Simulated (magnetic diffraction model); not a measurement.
# Which magnetic order? Tm2V2HgO7

Space group C2 (no. 5), a = 6.5510 Å, b = 10.0900 Å, c = 5.6290 Å, β = 103.31°.

| site | atom | x | y | z |
| --- | --- | --- | --- | --- |
| 2a | Hg | 1/2 | 0.2912 | 0 |
| 2b | Tm | 1/2 | 0.1677 | 1/2 |
| 2b | Tm | 1/2 | 0.8187 | 1/2 |
| 4c | V | 0.7424 | 0.0021 | 0.1180 |
| 4c | O | 0.7458 | 0.1802 | 0.2572 |
| 4c | O | 0.7851 | 0.8203 | 0.2656 |
| 2a | O | 1/2 | 0.4827 | 0 |
| 4c | O | 0.5501 | 0.9938 | 0.7749 |

The compound is invented for this exercise: a known structure type with other elements, its cell scaled to their sizes and not relaxed.

Only Tm and V are taken to order (form factors of Tm3+ and V3+); orders and moment sizes are assumed, and not adapted to the symmetry. Radiation: neutrons of λ = 1.909 Å, 3° to 40°; isotropic B of 0.24 Å² (Hg), 0.28 Å² (Tm), 0.49 Å² (V) and 0.58 Å² (O). The intensities are simulated: I ∝ L Σ (|F_N|² + |F_M⊥|²) for unpolarised neutrons, with F_M = 2.695 fm/μB × Σ f(s) S exp(2πi Q·r) exp(−B s²) at Q = H ± k (one set where k and −k are equivalent), only the part normal to Q counting and L = 1/(sin²θ cos θ). For collinear order S is the moment m, which repeats by lattice and centring translations R with the sign exp(−2πi k·R). Form factors are spin-only for 3d ions and dipole or tabulated for f ions, scattering lengths are Sears's of 1992, and absorption is left out. A label names one of the reflections at its angle. The strongest nuclear line in the range is 100, and lines under 0.2 are left out.

Above the ordering temperature:

```csv
2θ (°),index,I
20.07,(0 0 1),2.9
20.40,(1 1 0),100.0
21.81,(0 2 0),59.2
25.77,(1 1 -1),56.0
29.81,(0 2 1),15.6
31.51,(1 1 1),83.3
34.85,(2 0 0),28.1
36.10,(2 0 -1),0.6
37.43,(1 3 0),7.0
```

Below it (cell unchanged):

```csv
2θ (°),I
20.07,6.5
20.40,291.5
21.81,188.2
25.77,282.6
29.81,121.1
31.51,104.3
34.85,28.2
36.10,2.2
37.43,14.5
```

**Question.** Find the propagation vector, then choose among these models:
A. collinear moments along [101], 6.7 μB on Tm and 1.9 μB on V; signs + at (1/2, 0.1677, 1/2), − at (1/2, 0.8187, 1/2), + at (0.7424, 0.0021, 0.1180), − at (0.2576, 0.0021, 0.8820)
B. collinear moments along [001], 6.7 μB on Tm and 1.9 μB on V; signs + at (1/2, 0.1677, 1/2), − at (1/2, 0.8187, 1/2), + at (0.7424, 0.0021, 0.1180), + at (0.2576, 0.0021, 0.8820)
C. collinear moments along [101], 6.7 μB on Tm and 1.9 μB on V; signs + at (1/2, 0.1677, 1/2), − at (1/2, 0.8187, 1/2), + at (0.7424, 0.0021, 0.1180), + at (0.2576, 0.0021, 0.8820)
D. collinear moments along [001], 6.7 μB on Tm and 1.9 μB on V; signs + at (1/2, 0.1677, 1/2), − at (1/2, 0.8187, 1/2), + at (0.7424, 0.0021, 0.1180), − at (0.2576, 0.0021, 0.8820)

No line moves, and magnetic intensity falls on nuclear lines such as the one at 25.77°, so the magnetic cell equals the chemical primitive cell: k = 0.

Magnetic intensity, observed (below minus above) and for each model:

| 2θ (°) | index | observed | A | B | C | D |
| --- | --- | --- | --- | --- | --- | --- |
| 20.07 | (0 0 1) | 3.5 | 3.5 | 0.5 | 4.2 | 0.4 |
| 20.40 | (1 1 0) | 191.5 | 191.5 | 355.7 | 176.4 | 386.2 |
| 21.81 | (0 2 0) | 129.0 | 129.0 | 151.5 | 151.5 | 129.0 |
| 25.77 | (1 1 -1) | 226.6 | 226.6 | 93.5 | 221.8 | 95.5 |
| 29.81 | (0 2 1) | 105.6 | 105.6 | 75.3 | 101.4 | 78.5 |
| 31.51 | (1 1 1) | 21.0 | 21.0 | 90.7 | 21.1 | 90.1 |
| 34.85 | (2 0 0) | <0.2 | <0.2 | 3.8 | 1.1 | <0.2 |
| 37.43 | (1 3 0) | 7.5 | 7.5 | 2.6 | 2.2 | 8.8 |

Model A matches.

The absence at (2 0 0) is telling: the sublattices cancel there.

The structure used: k = (0 0 0), collinear moments along [101], 6.7 μB on Tm and 1.9 μB on V; signs + at (1/2, 0.1677, 1/2), − at (1/2, 0.8187, 1/2), + at (0.7424, 0.0021, 0.1180), − at (0.2576, 0.0021, 0.8820).

[Logs are printed without paths, hosts, clocks, repeated set-up lines and the standing remarks that a program may print on its own settings, such as how far it seeks lower states.]
